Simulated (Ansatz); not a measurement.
# TiSeS monolayer, Janus: the cell at rest, part 2 of 2

Wanted: the relaxed cell of TiSeS monolayer, Janus.

Ansatz 0.2.0; DFT PBEsol, scalar-relativistic, plane waves, PAW.

So far. Step 2 (Probe on a coarse mesh): The coarse mesh shows no gap.

## Step 5: Tight relaxation

Phonons need a cell at rest on their own settings, so the relaxation is repeated with tight tolerances on forces and stress on the k mesh and occupations of the first response run.

File input.yaml:

```yaml
crystal:
  lattice:
    - [3.4087711606, 0.0, 0.0]
    - [-1.7043855803, 2.9520824208, 0.0]
    - [0.0, 0.0, 30.0]
  atoms:
    - { symbol: Ti, position: [0.0, 0.0, 0.3353158437] }
    - { symbol: S, position: [0.3333333333, 0.6666666667, 0.380169963] }
    - { symbol: Se, position: [0.6666666667, 0.3333333333, 0.28118086] }
  periodic: [true, true, false]
kpoints:
  mp_grid: { grid: [18, 18, 1] }
hamiltonian:
  xc: pbesol
scf:
  occupations: { method: methfessel_paxton, width: 0.15 }
output:
  forces: true
  stress: true
  eigenvalues: true
  write_density: true
  write_potential: true
  elf: true
  volumetric_format: npy
relax:
  adjacent_minimum: "off"
  f_tol: 0.001
  max_steps: 60
  cell: { stress_2d_tol: 0.002 }
```

Command:

```sh
> ansatz run input.yaml --threads 8 --pin off --max-ram 14336MiB --backend cpu --events-out ev --progress --plain --runs-dir out
```

Numbers of over 12 decimals in the logs are rounded to 6 here.

What it wrote:

```text
[...]
Crystal: 3 atoms, lattice volume = 301.889 Å³
Basis set: ecut = 420 eV, 5909 PW (Γ), exchange–correlation on 48×48×432 points (8 copies of the dense FFT grid, shifted against one another)
Bands: 21, of which v1, the nominal top of the filled ones, is band 17 counted from 1 (16 counted from 0)
Symmetry: 6 space group operations
[...]
k-points: 37 of 324 (time reversal used)
[...]
k-point 36: bands = [... 13 lower, -9.6069, -8.3084, -7.9614, -7.8250, -4.2370, -3.9445, -3.8454, -2.3742]
--- Relaxed structure (3 steps of the walk, 3 accepted, 1 SCFs on fresh bases) ---
[...]
cell:  # Å, volume = 302.1155 Å³
    - [3.410048, 0.0, 0]
    - [-1.705024, 2.953188, 0]
    - [0, 0, 30.0]
  atoms:
    - { symbol: Ti, position: [0, 0, 0.335317] }
    - { symbol: S, position: [0.333333, 0.666667, 0.380141] }
    - { symbol: Se, position: [0.666667, 0.333333, 0.281208] }
[key lines of the parts left out:]
SCF converged after 8 iterations
Free energy (F): -8786.691865 eV
Fermi energy:    -5.422875 eV
P = ½ c Tr σ = 0.0014 N/m
```

Wall time 15 s (8 threads of Arm Neoverse V1, shared host); peak memory 0.9 GiB.

Little changed from the start: no atom moved by 0.005 Å and no cell edge by 0.1 %.

This step gave:

```
area per atom : 3.357 Å²
```

Valence density in the ac plane at fractional y = 0.000, with atoms of Ti within 0.2 Å of it. It is the smooth field of the valence electrons, not physical close to the nuclei.

Values in units of 1e0 e/Å³, 24 rows by 14 columns, each cell a mean:
```
0.0 0.0 0.0 0.0 0.0 0.0 0.0 0.0 0.0 0.0 0.0 0.0 0.0 0.0
0.0 0.0 0.0 0.0 0.0 0.0 0.0 0.0 0.0 0.0 0.0 0.0 0.0 0.0
0.0 0.0 0.0 0.0 0.0 0.0 0.0 0.0 0.0 0.0 0.0 0.0 0.0 0.0
0.0 0.0 0.0 0.0 0.0 0.0 0.0 0.0 0.0 0.0 0.0 0.0 0.0 0.0
0.0 0.0 0.0 0.0 0.0 0.0 0.0 0.0 0.0 0.0 0.0 0.0 0.0 0.0
0.0 0.0 0.0 0.0 0.0 0.0 0.0 0.0 0.0 0.0 0.0 0.0 0.0 0.0
0.0 0.0 0.0 0.0 0.0 0.0 0.0 0.0 0.0 0.0 0.0 0.0 0.0 0.0
0.0 0.0 0.0 0.0 0.0 0.0 0.0 0.0 0.0 0.0 0.0 0.0 0.0 0.0
0.0 0.0 0.0 0.0 0.0 0.0 0.0 0.0 0.0 0.0 0.0 0.0 0.0 0.0
0.0 0.0 0.0 0.0 0.0 0.0 0.0 0.0 0.0 0.0 0.0 0.0 0.0 0.0
0.0 0.0 0.0 0.0 0.0 0.0 0.0 0.0 0.0 0.0 0.0 0.0 0.0 0.0
0.0 0.0 0.0 0.0 0.0 0.0 0.0 0.0 0.0 0.0 0.0 0.0 0.0 0.0
0.0 0.0 0.0 0.0 0.0 0.0 0.0 0.0 0.0 0.0 0.0 0.0 0.0 0.0
0.0 0.0 0.0 0.0 0.0 0.0 0.0 0.0 0.0 0.0 0.0 0.0 0.0 0.0
0.1 0.1 0.1 0.1 0.2 0.3 0.3 0.4 0.3 0.3 0.2 0.1 0.1 0.1
5.4 4.5 2.6 0.8 0.3 0.3 0.3 0.3 0.3 0.3 0.4 1.2 3.0 4.8
2.9 2.4 1.3 0.5 0.3 0.3 0.3 0.3 0.3 0.3 0.3 0.7 1.5 2.5
0.1 0.1 0.1 0.1 0.2 0.3 0.3 0.4 0.3 0.3 0.2 0.1 0.1 0.1
0.0 0.0 0.0 0.0 0.0 0.0 0.0 0.0 0.0 0.0 0.0 0.0 0.0 0.0
0.0 0.0 0.0 0.0 0.0 0.0 0.0 0.0 0.0 0.0 0.0 0.0 0.0 0.0
0.0 0.0 0.0 0.0 0.0 0.0 0.0 0.0 0.0 0.0 0.0 0.0 0.0 0.0
0.0 0.0 0.0 0.0 0.0 0.0 0.0 0.0 0.0 0.0 0.0 0.0 0.0 0.0
0.0 0.0 0.0 0.0 0.0 0.0 0.0 0.0 0.0 0.0 0.0 0.0 0.0 0.0
0.0 0.0 0.0 0.0 0.0 0.0 0.0 0.0 0.0 0.0 0.0 0.0 0.0 0.0
```
Columns run along a (3.4 Å), rows up along c (30.0 Å). Atoms in or near the plane, at fractional coordinates: Ti at (0.00, 0.34).

Electrostatic potential energy in the ac plane at fractional y = 0.000, with atoms of Ti within 0.2 Å of it. With pseudopotentials it is smooth inside the atoms' cores, unlike the true potential.

Ten even steps from '0' (-16 eV) to '9' (0 eV), each cell a mean:
```
99999999999999
99999999999999
99999999999999
99999999999999
99999999999999
99999999999999
99999999999999
99999999999999
99999999999999
99999999999999
99999999999999
99999999999999
99999999999999
99999999999999
78887665677888
00013566652100
11234565654221
88887644467888
99999999999999
99999999999999
99999999999999
99999999999999
99999999999999
99999999999999
```
Columns run along a (3.4 Å; values clipped at the 3rd and 97th percentile), rows up along c (30.0 Å). Atoms in or near the plane, at fractional coordinates: Ti at (0.00, 0.34).

ELF in the ac plane at fractional y = 0.000, with atoms of Ti within 0.2 Å of it. It is the smooth field of the valence electrons, not physical close to the nuclei.

Ten even steps from '_' (0.00) to '@' (0.77), each cell a mean:
```
____________________________
____________________________
____________________________
____________________________
____________________________
____________________________
____________________________
____________________________
____________________________
____________________________
____________________________
____________________________
____________________________
________..::------::..______
__..::==##@@@@@@@@@@##==..__
--==++----==******==--==++==
--========**####**++========
....::++##%%@@@@@@%%##==::..
________..--====--::..______
____________________________
____________________________
____________________________
____________________________
____________________________
```
Columns run along a (3.4 Å), rows up along c (30.0 Å). Atoms in or near the plane, at fractional coordinates: Ti at (0.00, 0.34).

The largest force component left is 0.39 meV/Å, within the tolerances set.

## Step 6: Summary of results

```json
{
 "space group after relaxation (within 0.01 Å)": "P3m1",
 "lattice constant a": "3.410 Å",
 "lattice constant b": "3.410 Å",
 "area per atom": "3.36 Å²"
}
```

The largest force component left is 0.39 meV/Å, within the tolerances set. The relaxation keeps the symmetry of its start, so it says nothing on stability against lower symmetry. The starting cell was built on a prototype and not taken from a measurement.

[Logs are printed without paths, hosts, clocks, repeated set-up lines and the standing remarks that a program may print on its own settings, such as how far it seeks lower states.]

[Hosts, paths, dates, database ids (printed as entryN), source tags and the programs' standing remarks are cut or masked in the printed files.]
